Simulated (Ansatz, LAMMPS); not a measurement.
# Li+ TFSI- in propylene carbonate and sulfolane, relaxed from a frame at 400 K (145 atoms): atom by atom

The starting structure: 3 propylene carbonate, 6 sulfolane, 1 Li+, 1 TFSI- placed at random, at 1.34 g/cm³; overlaps pushed apart, then 10 ps at 550 K with Joung-Cheatham ions (J. Phys. Chem. B 112, 9020 (2008)); MMFF94 bonds, angles, torsions, charges and radii (Halgren, J. Comput. Chem. 17, 490 (1996)) in harmonic and 12-6 forms; charges of ions scaled by 0.8. Snapshot after 30 ps at 400 K and fixed volume.

Calculated values (Ansatz 0.2.0, Kohn-Sham DFT, PBEsol, PAW (set soft_2), plane waves; cutoff 420 eV, Γ point, fixed occupations; density 1.31 g/cm³) for step 2 of a relaxation.

Cell vectors (Å):

```
11.903 -0.013 -0.006
-0.013 11.877 0.003
-0.006 0.003 11.802
```

Positions (Å):

```
1 O 1.092 5.975 9.224
2 S 1.297 5.738 7.796
3 O 0.169 5.535 6.876
4 C 2.395 7.022 7.259
5 C 3.753 6.362 7.390
6 C 3.558 4.995 6.803
7 C 2.436 4.392 7.568
8 H 2.192 7.234 6.194
9 H 2.209 7.887 7.901
10 H 4.505 7.004 6.885
11 H 4.070 6.312 8.461
12 H 3.299 5.158 5.745
13 H 4.446 4.367 6.839
14 H 2.769 4.042 8.543
15 H 1.884 3.587 7.058
16 O 6.919 10.959 1.813
17 S 8.028 11.424 0.988
18 O 7.660 0.329 11.617
19 C 9.276 0.450 1.876
20 C 10.593 11.636 1.585
21 C 10.265 10.145 1.479
22 C 9.082 10.062 0.501
23 H 9.235 1.501 1.548
24 H 9.099 0.378 2.955
25 H 11.053 0.117 0.667
26 H 11.251 11.853 2.452
27 H 11.125 9.555 1.178
28 H 9.886 9.790 2.468
29 H 8.530 9.126 0.590
30 H 9.345 10.220 11.254
31 O 7.397 5.015 2.986
32 S 7.662 6.430 2.875
33 O 8.616 7.002 1.923
34 C 6.160 7.215 2.606
35 C 5.647 7.428 4.020
36 C 6.845 7.996 4.760
37 C 7.956 7.016 4.501
38 H 6.337 8.201 2.183
39 H 5.512 6.635 1.939
40 H 4.735 8.080 4.038
41 H 5.376 6.463 4.510
42 H 7.123 9.019 4.393
43 H 6.703 8.118 5.838
44 H 7.878 6.158 5.157
45 H 8.989 7.384 4.576
46 O 5.422 1.512 8.816
47 S 5.430 1.358 7.387
48 O 4.301 1.796 6.581
49 C 6.919 2.129 6.725
50 C 7.697 1.033 6.027
51 C 7.369 11.571 6.750
52 C 5.873 11.543 6.987
53 H 6.628 2.963 6.085
54 H 7.466 2.536 7.602
55 H 7.359 0.944 4.973
56 H 8.771 1.244 6.013
57 H 7.652 10.714 6.105
58 H 7.974 11.480 7.669
59 H 5.586 10.893 7.822
60 H 5.297 11.249 6.097
61 O 1.429 6.523 1.323
62 S 1.336 6.288 2.770
63 O 2.216 7.081 3.643
64 C 11.528 6.397 3.351
65 C 11.023 4.968 3.171
66 C 0.225 4.116 3.772
67 C 1.488 4.518 3.060
68 H 11.573 6.690 4.410
69 H 11.014 7.160 2.743
70 H 10.031 4.825 3.641
71 H 10.887 4.759 2.079
72 H 0.295 4.365 4.844
73 H 0.064 3.043 3.716
74 H 1.528 4.064 2.053
75 H 2.440 4.220 3.574
76 O 4.840 8.088 11.789
77 S 3.615 8.765 11.350
78 O 2.575 7.997 10.689
79 C 2.956 9.618 0.942
80 C 3.291 11.094 0.723
81 C 3.151 11.303 11.029
82 C 3.987 10.214 10.374
83 H 1.915 9.346 1.036
84 H 3.441 9.133 1.793
85 H 2.552 11.724 1.287
86 H 4.274 11.294 1.111
87 H 2.109 11.195 10.790
88 H 3.477 0.423 10.675
89 H 5.080 10.457 10.488
90 H 3.756 9.994 9.317
91 N 0.380 9.652 5.700
92 S 1.470 10.657 6.154
93 O 1.216 11.406 7.398
94 O 2.771 10.032 6.110
95 C 1.413 11.861 4.786
96 F 1.091 11.232 3.648
97 F 2.616 0.611 4.572
98 F 0.509 0.936 5.000
99 S 10.782 10.008 6.107
100 O 9.734 9.221 5.436
101 O 10.473 11.434 6.125
102 C 10.696 9.467 7.846
103 F 10.620 10.531 8.706
104 F 9.625 8.713 8.047
105 F 11.773 8.758 8.221
106 C 9.766 1.798 9.751
107 C 11.083 2.316 9.130
108 C 0.308 1.561 9.642
109 O 0.535 2.183 10.903
110 C 0.249 3.454 10.748
111 O 0.564 4.379 11.472
112 O 11.398 3.593 9.647
113 H 9.817 1.866 10.851
114 H 9.599 0.743 9.479
115 H 8.848 2.349 9.434
116 H 10.981 2.437 8.056
117 H 0.143 0.495 9.749
118 H 1.250 1.699 9.064
119 C 9.849 6.466 10.781
120 C 8.359 6.462 10.492
121 C 7.923 5.680 9.280
122 O 6.668 6.332 8.945
123 C 6.838 7.652 9.304
124 O 6.058 8.538 9.000
125 O 7.879 7.811 10.172
126 H 10.188 5.455 10.946
127 H 10.061 7.105 11.654
128 H 10.369 6.864 9.901
129 H 7.768 6.172 11.379
130 H 8.597 5.767 8.422
131 H 7.726 4.627 9.521
132 C 5.203 2.370 1.692
133 C 5.247 2.489 0.186
134 C 6.234 3.441 11.447
135 O 5.545 4.697 11.538
136 C 4.233 4.395 11.380
137 O 3.344 5.176 11.092
138 O 4.041 3.051 11.501
139 H 6.090 1.845 2.104
140 H 4.324 1.798 2.008
141 H 5.176 3.371 2.215
142 H 5.374 1.516 11.539
143 H 7.218 3.426 0.192
144 H 6.431 3.220 10.379
145 Li 1.729 6.154 11.085
```

Q: Give the force on every atom.

Columns: atom, fx, fy, fz (forces in eV/Å).

```
1 -0.560 -0.179 -0.179
2 -0.407 0.253 -0.308
3 0.281 0.275 0.810
4 -0.008 0.101 -0.432
5 0.622 1.064 0.737
6 0.695 0.256 -0.716
7 -0.646 -0.916 -0.127
8 -0.124 0.156 0.140
9 0.042 0.144 -0.023
10 -0.110 -0.341 0.043
11 -0.153 -0.003 -0.375
12 -0.100 -0.290 -0.188
13 0.253 -0.242 0.004
14 0.078 -0.078 0.446
15 0.124 0.000 0.015
16 0.448 0.051 0.331
17 -1.047 -0.350 -0.616
18 0.070 0.226 -0.271
19 0.635 0.349 0.347
20 -0.293 -0.210 1.091
21 -0.931 0.469 0.253
22 0.541 -0.300 0.414
23 -0.123 -0.061 0.084
24 -0.334 0.037 0.127
25 0.349 0.317 -0.585
26 0.055 -0.110 -0.518
27 0.228 -0.342 -0.144
28 0.379 -0.034 -0.284
29 -0.277 -0.169 0.017
30 0.118 0.124 -0.172
31 0.401 -1.199 -0.431
32 0.472 0.461 -0.842
33 0.333 -0.655 0.142
34 -1.503 0.529 0.425
35 -0.944 0.192 0.446
36 0.173 1.067 0.184
37 0.847 0.308 0.385
38 0.155 0.299 -0.434
39 0.086 -0.078 -0.068
40 0.536 -0.361 0.034
41 -0.091 0.222 -0.289
42 -0.165 -0.513 -0.062
43 -0.217 -0.061 0.247
44 -0.147 -0.565 0.301
45 -0.104 0.304 -0.005
46 -0.236 0.311 1.235
47 0.117 -0.275 -1.476
48 -0.119 0.005 0.343
49 0.501 0.171 0.532
50 -0.311 -0.528 -0.253
51 0.392 0.132 -0.638
52 0.012 -0.175 0.190
53 -0.163 0.151 -0.195
54 -0.121 -0.160 -0.187
55 0.051 0.085 0.189
56 0.136 -0.064 -0.001
57 0.052 0.237 0.192
58 -0.287 0.062 0.062
59 -0.111 0.003 0.090
60 0.007 0.091 -0.034
61 -0.191 0.183 0.445
62 0.641 0.666 0.589
63 -0.436 -0.585 -0.622
64 0.059 -0.116 -0.574
65 -0.370 0.064 -0.444
66 -0.255 0.360 0.497
67 0.980 -0.774 -0.264
68 0.093 0.053 0.021
69 0.004 -0.113 0.085
70 0.235 -0.007 0.020
71 0.071 0.067 0.429
72 0.057 -0.020 0.086
73 -0.165 -0.400 -0.208
74 -0.074 0.150 -0.045
75 -0.540 0.574 -0.144
76 -0.686 0.197 -0.460
77 1.583 -0.380 0.313
78 -0.486 -0.351 -0.321
79 0.467 0.091 0.661
80 -1.625 -0.114 0.517
81 0.829 0.328 -0.066
82 0.507 0.508 -0.281
83 -0.787 0.175 -0.201
84 0.185 0.127 0.298
85 0.523 -0.280 -0.285
86 0.860 0.235 0.153
87 -0.923 -0.140 -0.460
88 0.038 -0.058 0.061
89 -0.644 -0.396 -0.092
90 0.044 0.050 0.211
91 -1.900 -1.041 -0.344
92 1.930 1.045 2.761
93 -0.174 -0.476 -1.317
94 -0.087 -0.086 -0.634
95 0.736 1.373 -0.835
96 0.095 -0.102 -0.205
97 -0.633 -0.529 0.302
98 0.188 0.018 -0.032
99 -1.726 1.032 -1.407
100 1.766 0.024 0.373
101 0.339 -0.605 0.192
102 0.378 -0.069 1.991
103 -0.119 -0.464 -0.570
104 -0.305 -0.057 -0.043
105 -0.194 0.094 -0.178
106 -0.155 0.360 -0.310
107 -2.352 -0.190 -0.073
108 1.953 -1.029 -0.587
109 0.913 -0.950 1.247
110 -0.441 1.577 0.216
111 -0.088 -0.751 0.013
112 -0.290 1.499 -0.117
113 -0.009 -0.086 -0.074
114 0.076 0.100 0.013
115 0.562 -0.072 0.050
116 0.232 -0.239 -0.481
117 -0.128 -0.369 0.200
118 -0.338 -0.137 -0.083
119 -0.929 0.870 -0.382
120 0.603 0.320 0.352
121 -0.691 0.112 0.329
122 0.835 0.706 -0.103
123 -1.321 0.672 0.752
124 1.167 -0.996 -0.115
125 -0.431 -0.640 -0.928
126 0.285 -0.508 0.237
127 0.015 -0.241 -0.021
128 0.217 -0.015 -0.058
129 0.082 -0.154 0.005
130 0.304 0.017 -0.123
131 -0.040 -0.016 -0.113
132 0.279 0.663 0.796
133 0.412 -0.993 0.963
134 1.567 0.038 -0.061
135 -0.475 0.240 -0.128
136 -0.582 -0.092 -0.543
137 1.227 -0.703 0.456
138 -1.063 1.208 -0.192
139 -0.196 0.069 -0.342
140 -0.156 -0.079 -0.002
141 -0.014 -0.575 -0.499
142 0.007 -0.512 -0.287
143 -0.709 0.394 -0.120
144 -0.092 0.046 0.050
145 -0.079 0.012 0.090
```

The network of contacts between molecules at the start is that of the classical potential that made the cell. The functional has no dispersion term, which matters for the binding between molecules or layers. Only the Γ point is sampled, in a cell whose shortest periodic width is 12 Å.

The r.m.s. force component is 0.557 eV/Å; the longest force, 3.53 eV/Å, acts on S92. The energy lies 41.3 meV/atom below that of the first step of this run.

[Logs are printed without paths, hosts, clocks, repeated set-up lines and the standing remarks that a program may print on its own settings, such as how far it seeks lower states.]

[Hosts, paths, dates, database ids (printed as entryN), source tags and the programs' standing remarks are cut or masked in the printed files.]

[The MMFF94 radii named for the starting cell were scaled by 0.96; in molecules described by MMFF94, hydrogen bound to N, O or S took a small fixed 12-6 site in their place.]
